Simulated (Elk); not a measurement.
An input for Elk 11.2.3 (patched build) (KCl (Sylvite)):

```
tasks
  0

xctype
  20

rgkmax
  7.0

gmaxvr
  14.0

lmaxo
  7

lorbcnd
  .true.

tshift
  .false.

ngridk
  6 6 6

swidth
  0.0005

maxscl
  80

vkloff
  0.05 0.15 0.25

nempty
  10

sppath
  './'

avec
  -0.0000000000 5.9459665594 5.9459665594
  5.9459665594 0.0000000000 5.9459665594
  5.9459665594 5.9459665594 -0.0000000000

atoms
  2
  'K.in'
  1
  0.0000000000 0.0000000000 0.0000000000
  'Cl.in'
  1
  0.5000000000 0.5000000000 0.5000000000
```

```sh
OMP_NUM_THREADS=8 elk > log
```

Question: Estimate wall time and host memory on 8 threads of AMD EPYC 9R45, shared host.

It took 17 s; on shared hardware allow 8.4 s to 33 s. Peak host memory was 0.19 GiB.

[Paths, hosts, dates, memory and timing lines, banners, echoed tables and standing remarks are left out of the program output.]

[Logs are printed without paths, hosts, clocks, repeated set-up lines and the standing remarks that a program may print on its own settings, such as how far it seeks lower states.]

[Runs of the session that timed out or met a known fault of the program may be left out.]

[Hosts, paths, dates, database ids (printed as entryN), source tags and the programs' standing remarks are cut or masked in the printed files.]
